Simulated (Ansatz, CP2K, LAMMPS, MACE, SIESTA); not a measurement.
# Codes compared on Ga2O3 with crystalline order left by the classical run (100 atoms)

Wanted: errors and costs of other methods on Ga2O3 with crystalline order left by the classical run (100 atoms). A plane-wave run serves as the reference.

Method: Kohn-Sham DFT, PBE, PAW, plane waves, in Ansatz 0.2.0.

## Step 1: Set-up

The cell holds 100 atoms: 40 Ga and 60 O. Cell: a = 10.043 Å, b = 10.043 Å, c = 10.043 Å, α = 90.0°, β = 90.0°, γ = 90.0°. 100 atoms (40 Fe, 60 O) placed at random at 4.44 g/cm³, melted at 5000 K for 10 ps at fixed volume with the Morse and Coulomb pair potential with partial charges (Pedone, Malavasi, Menziani, Cormack and Segre, J. Phys. Chem. B 110, 11780 (2006)). Quenched from 5000 K to 300 K at 100 K/ps and fixed volume, held 10 ps at zero pressure, then minimised at fixed cell. Then Fe was replaced by Ga and the cell scaled by 1.003 (the potential has no terms for the new elements, so the cell is a start for a DFT relaxation).

## Step 2: The reference run

The PAW files are the set soft_2.

The input, input.yaml:

```yaml
crystal:
  lattice:
    - [10.04318, 0.0, 0.0]
    - [0.0, 10.04318, 0.0]
    - [0.0, 0.0, 10.04318]
  atoms:
    - { symbol: Ga, position: [0.17661, 0.89339, 0.51604] }
    - { symbol: Ga, position: [0.4451, 0.61884, 0.50574] }
    - { symbol: Ga, position: [0.24432, 0.4027, 0.49811] }
    - { symbol: Ga, position: [0.23475, 0.40304, 0.00853] }
    [... 90 atom lines left out ...]
    - { symbol: O, position: [0.42959, 0.03344, 0.33242] }
    - { symbol: O, position: [0.16933, 0.47281, 0.67908] }
    - { symbol: O, position: [0.8918, 0.53186, 0.60954] }
    - { symbol: O, position: [0.28221, 0.56819, 0.9087] }
    - { symbol: O, position: [0.62154, 0.6245, 0.57886] }
    - { symbol: O, position: [0.03803, 0.01453, 0.05261] }
kpoints:
  mp_grid: { grid: [1, 1, 1] }
hamiltonian:
  xc: pbe
scf:
  occupations: { method: fermi_dirac, width: 0.05 }
output:
  forces: true
  eigenvalues: true
```

Started as:

```console
> ansatz run input.yaml --threads 8 --pin off --max-ram 31232MiB --backend cpu --events-out ev --progress --plain --runs-dir out
```

Output:

```text
[...]
Pseudopotentials: kind: paw
Pseudopotential: Ga, paw, valence charge 13, recommended cutoff 420 eV (normal), Ga.paw.azcp
Pseudopotential: O, paw, valence charge 6, recommended cutoff 420 eV (normal), O.paw.azcp
[... 5 lines on functional and potentials left out ...]
Crystal: 100 atoms, lattice volume = 1013.010 Å³
Basis set: ecut = 420 eV, 19837 PW (Γ), exchange–correlation on 144×144×144 points (8 copies of the dense FFT grid, shifted against one another)
Bands: 540, of which v1, the nominal top of the filled ones, is band 440 counted from 1 (439 counted from 0)
Symmetry: 1 space group operations
Space group: P1 (ITA 1), of the structure as read, at distance tolerance 1.0e-4 Å
k-points: 1
[... 5 lines on functional and potentials left out ...]
Initial density: superposition of atomic densities (neutral atoms: chi_scale 0, normalization atom), corrected by the library's trained network
Initial wavefunctions: pseudopotential atomic-orbital guess
[...]
SCF iter   1: F=—  HF=-185389.344480 eV  |F-HF|=—  |Δ(HF+E_count)|=         —  Δρ=2.15e-3  dr2=6.59e-2  ethr=1.77e-3  ⟨swp⟩=5.0  Hψ=1824  notcnv=0  defer=91
preconditioner: auto → Resta (q_TF=auto, 2.665 Å⁻¹)  ε∞=4.7  [insulator: Δε(μ)=1.865 eV  Ē_g=17.873 eV  σ=0.050 eV  W_gap=1.00  n_scr=340 (ndim 8)  ℏωp=34.6 eV  f_vac=0.036  D(μ)=0.00/eV (n_scr^D=0)  ε∞_Penn≈4.7]
SCF iter   2: F=—  HF=-185389.335638 eV  |F-HF|=—  |Δ(HF+E_count)|=   8.84e-3  Δρ=1.14e-3  dr2=1.43e-2  ethr=7.49e-6  ⟨swp⟩=2.0  Hψ=1059  notcnv=0  defer=93
SCF iter   3: F=—  HF=-185389.336491 eV  |F-HF|=—  |Δ(HF+E_count)|=   8.53e-4  Δρ=4.70e-4  dr2=3.71e-3  ethr=1.62e-6  ⟨swp⟩=2.0  Hψ=835  notcnv=0  defer=63
automatic band count: iteration 3 solves 510 bands in place of 540: the levels show a gap, and the empty bands left out lie too high to hold charge; the band table lists the bands solved (type scf.n_extra_bands for more)
SCF iter   4: F=—  HF=-185389.336172 eV  |F-HF|=—  |Δ(HF+E_count)|=   3.19e-4  Δρ=1.57e-4  dr2=2.18e-4  ethr=4.22e-7  ⟨swp⟩=2.0  Hψ=838  notcnv=0  defer=63
SCF iter   5: F=—  HF=-185389.336195 eV  |F-HF|=—  |Δ(HF+E_count)|=   2.34e-5  Δρ=8.26e-5  dr2=5.75e-5  ethr=2.47e-8  ⟨swp⟩=2.0  Hψ=863  notcnv=0  defer=63
SCF iter   6: F=—  HF=-185389.337692 eV  |F-HF|=—  |Δ(HF+E_count)|=   1.50e-3  Δρ=1.94e-5  dr2=3.39e-6  ethr=6.53e-9  ⟨swp⟩=2.0  Hψ=885  notcnv=0  defer=63
SCF iter   7: F=—  HF=-185389.337693 eV  |F-HF|=—  |Δ(HF+E_count)|=   1.43e-6  Δρ=1.22e-5  dr2=1.21e-6  ethr=3.85e-10  ⟨swp⟩=2.0  Hψ=887  notcnv=0  defer=63
SCF iter   8: F=-185389.337693 eV  HF=-185389.337693 eV  |F-HF|=5.70e-8  |Δ(HF+E_count)|=   1.42e-7  Δρ=2.96e-6  dr2=8.79e-8  ethr=1.14e-11  ⟨swp⟩=11.0  Hψ=2479  notcnv=0
SCF 1 converged in 8 iterations: F = -185389.337693 eV  dr2 = 8.79e-8
[...]
SCF converged after 8 iterations
Free energy (F): -185389.337693 eV
Harris-Foulkes:  -185389.337693 eV  (|F-HF|=5.70e-8)
Internal energy: -185389.337693 eV  (E = F + TS)
E sigma→0 (E₀):  -185389.337693 eV
Entropy (-TS):   -0.000000 eV (-0.000 meV/atom)
Fermi energy:    9.953437 eV
--- Per-component energies (eV) ---
[...]
Σ components = -185389.337693   (vs F -185389.337693, Δ=0.00e0)
--- Forces (eV/Å), atoms counted from 1 ---
  atom   1  Ga    -0.22616339    -0.51878612     0.52816544
  atom   2  Ga     0.03478698    -0.23275006     0.22428570
  atom   3  Ga    -0.17775408    -0.28388319     0.47427442
  atom   4  Ga     0.12270974     0.02220916     0.00160040
[...]
atom 100  O      0.13778346     0.30921497    -0.08583395
  max |Σ_I F_I| component: 1.58e-4 eV/Å
--- Band table (eV) ---
  k-point 0: bands = ["-10.5634", "-10.2651", "-10.1233", "-10.0169", [... 494 levels ...], "18.2285", "18.2924", "18.3368", "18.3990", "18.5590", "18.5760", "18.6183", "18.6500", "18.7376", "18.7899", "18.8266", "18.8824"]
```

It took 17 s on 8 threads of Arm Neoverse N1, shared host; peak memory 1.7 GiB.

Reading the cycles: dr2 is the Hartree energy of the density residual (eV), the measure of convergence; HF is the Harris–Foulkes estimate of the energy, which meets the free energy F at convergence.

Numbers from this run:

```yaml
free_energy: -185389.3377 eV
free_energy_per_atom: -1853.8934 eV/atom
scf_cycles: 8
r_m_s_force_component: 0.34 eV/Å
longest_force: 1.249 eV/Å
fermi_energy: 9.953 eV
spacing_of_highest_filled_and_lowest_empty_level: 1.907 eV
```

Neighbours are counted within 2.50 Å (O-Ga).

Length of the force by element and coordination:

| element | coordination | atoms | mean length of the force (eV/Å) | spread | least | most |
| --- | --- | --- | --- | --- | --- | --- |
| Ga | all | 40 | 0.590 | 0.249 | 0.0925 | 1.23 |
| Ga | 4 | 2 | 0.795 | 0.0211 | 0.774 | 0.816 |
| Ga | 5 | 5 | 0.718 | 0.346 | 0.297 | 1.23 |
| Ga | 6 | 33 | 0.558 | 0.225 | 0.0925 | 0.993 |
| O | all | 60 | 0.500 | 0.235 | 0.0508 | 1.25 |
| O | 3 | 12 | 0.577 | 0.282 | 0.0832 | 0.937 |
| O | 4 | 45 | 0.47 | 0.218 | 0.0508 | 1.25 |
| O | 5 | 3 | 0.637 | 0.119 | 0.533 | 0.804 |

The levels nearest the highest filled one (over half full), pooled over k-points and spins:

| level less the highest filled one (eV) | occupation |
| --- | --- |
| -0.390 | 2 |
| -0.374 | 2 |
| -0.33 | 2 |
| -0.324 | 2 |
| -0.287 | 2 |
| 0 | 2 |
| 1.91 | 0 |
| 4.37 | 0 |
| 4.47 | 0 |
| 4.70 | 0 |
| 4.78 | 0 |
| 4.86 | 0 |

## Step 3: What was run beside it

The programs:
- CP2K 2026.2: Gaussian basis with GTH pseudopotentials and a plane-wave density; labels give functional, basis (MOLOPT sets; SR short-range, UZH the newer set with its own potentials), grid cutoff/relative cutoff and solver (OT: orbital transformation; TRS4, TC2, SIGN: linear-scaling purification with its sparsity filter), or its built-in tight binding.
- MACE: machine-learned potential, published weights.
- SIESTA 5.4.2: numerical atomic orbitals, whose automatically made sets are far from complete, with PseudoDojo norm-conserving potentials that we converted to its format (checked against plane waves on the same files for H, C, O, Si, Ge and Ca alone); labels give functional, basis size, energy shift and mesh cutoff.

All use the same cell and atoms; the electronic-structure runs use the same k-mesh, and an electronic temperature of 580 K (0.05 eV) where levels are smeared.

Differences are against the plane-wave reference, forces as r.m.s. over components; share is that over the reference's r.m.s. force, slope the least-squares factor from reference forces to these. Total energies of different programs have different zeros and aren't compared.

| run | Δ force, r.m.s. (meV/Å) | share (%) | slope | Δ gap (eV) | cores | CPU time | memory (GiB) |
| --- | --- | --- | --- | --- | --- | --- | --- |
| reference | - | - | - | - | 8 | 2.1 min | 1.7 |
| CP2K PBE, DZVP-MOLOPT-SR, 600/40 Ry, OT DIIS | 79.7 | 23.4 | 1.031 | -0.087 | 4 | 35 min | 4.0 |
| CP2K PBE, SZV-MOLOPT-SR, 600/40 Ry, OT DIIS (coarse) | 201 | 59.2 | 1.163 | -0.636 | 4 | 12 min | 2.4 |
| CP2K PBE, SZV-MOLOPT-SR, 600/40 Ry, TC2 filter 1e-06, SCF 1e-06 (coarse) | 202 | 59.5 | 1.175 | - | 4 | 3.3 min | 2.4 |
| MACE MP-0b2 small potential | 66.6 | 19.6 | 0.882 | - | 4 | 10 s | 0.7 |
| SIESTA PBE, DZP, shift 0.01 Ry, mesh 350 Ry | 113 | 33.1 | 1.088 | -0.163 | 4 | 17 min | 2.6 |
| SIESTA PBE, SZ, shift 0.02 Ry, mesh 350 Ry (coarse) | 219 | 64.5 | 1.125 | -0.484 | 4 | 2.4 min | 1.3 |

Rows marked coarse use a setting chosen to be so.

Times of the machine-learned potentials are mostly Python's start and the loading of weights.

CPU time is summed over cores on a shared host, where runs went side by side, so it is rough. Symmetry, cutoffs, thresholds, outputs and thread counts weren't matched or tuned between programs; memory under MPI is the largest rank's times the ranks.

Mean charges by element (e), by run and scheme:

| run | scheme | Ga | O |
| --- | --- | --- | --- |
| CP2K PBE, DZVP-MOLOPT-SR, 600/40 Ry, OT DIIS | Mulliken | +0.85 | -0.57 |
| CP2K PBE, DZVP-MOLOPT-SR, 600/40 Ry, OT DIIS | Hirshfeld | +0.46 | -0.31 |
| SIESTA PBE, DZP, shift 0.01 Ry, mesh 350 Ry | Hirshfeld | +0.41 | -0.27 |

Within one program, basis, potentials and functional, energies share a zero. Each run against its twin at the usual cutoff or grid and solver:

| run | twin | Δ energy (meV/atom) | Δ force, r.m.s. (meV/Å) | CPU time over the twin's |
| --- | --- | --- | --- | --- |
| CP2K PBE, SZV-MOLOPT-SR, 600/40 Ry, TC2 filter 1e-06, SCF 1e-06 | SZV-MOLOPT-SR, 600/40 Ry, OT DIIS | 0.616 | 33.2 | 0.27 |

## Step 4: Summary of results

| Property | Result |
| --- | --- |
| reference r.m.s. force component | 0.340 eV/Å |
| nearest in forces | MACE MP-0b2 small potential, 20 % |
| farthest in forces | SIESTA PBE, SZ, shift 0.02 Ry, mesh 350 Ry (coarse), 65 % |
| cheapest electronic-structure run beside the reference | SIESTA PBE, SZ, shift 0.02 Ry, mesh 350 Ry, 2.4 min of CPU time |

In words: The PBE runs in local orbitals, coarse settings apart, differ by 23 % (CP2K PBE, DZVP-MOLOPT-SR, 600/40 Ry, OT DIIS) to 33 % (SIESTA PBE, DZP, shift 0.01 Ry, mesh 350 Ry); basis, grid and potentials can all enter. Machine-learned potentials differ by 20 % (MACE MP-0b2 small potential); they were trained on other programs' data. Runs with settings chosen to be coarse differ by 59 % (CP2K PBE, SZV-MOLOPT-SR, 600/40 Ry, OT DIIS) to 65 % (SIESTA PBE, SZ, shift 0.02 Ry, mesh 350 Ry), their programs' other errors included. None of the electronic-structure runs in the table takes under half the reference's CPU time of 2.1 min; they take 1.1 to 16 times as much. At the same functional, gaps differ from the reference's 1.91 eV by between -0.64 and -0.09 eV. Charges hang on scheme and program or settings: among these rows the mean for Ga runs from +0.41 to +0.85 e. In the reference: filled and empty levels are parted by 1.91 eV (at Γ alone); a semilocal functional tends to put such gaps too low. In a disordered cell it changes from sample to sample, and tail or defect levels can set it. Machine-learned potentials mimic data converged in k, so the reference's own k-point error enters their differences. The quench rate of 100 K/ps is many orders above laboratory rates, so the cell is likely richer in defects and strain than a real sample. The network of bonds at the start is that of the classical potential that made the cell, and needn't be the one that DFT or experiment would give. The electronic-structure runs sample only Γ, in a cell whose shortest periodic width is 10 Å.

[Long decimals in the printed logs are rounded to 6 places.]

[Also dropped from logs without a mark: lines with file paths, logging warnings of Python, QE's lines on negative density and diagonalisation, SIESTA's first energy breakdown, zero terms and Voronoi charges.]

[Logs are printed without paths, hosts, clocks, repeated set-up lines and the standing remarks that a program may print on its own settings, such as how far it seeks lower states.]

[Hosts, paths, dates, database ids (printed as entryN), source tags and the programs' standing remarks are cut or masked in the printed files.]

[Not all failed runs are listed: runs killed by the host, ended in a Python traceback or in CONQUEST's support-function errors, and SIESTA runs with faulty potentials for Cu, Fe, Ni or Zn are left out.]
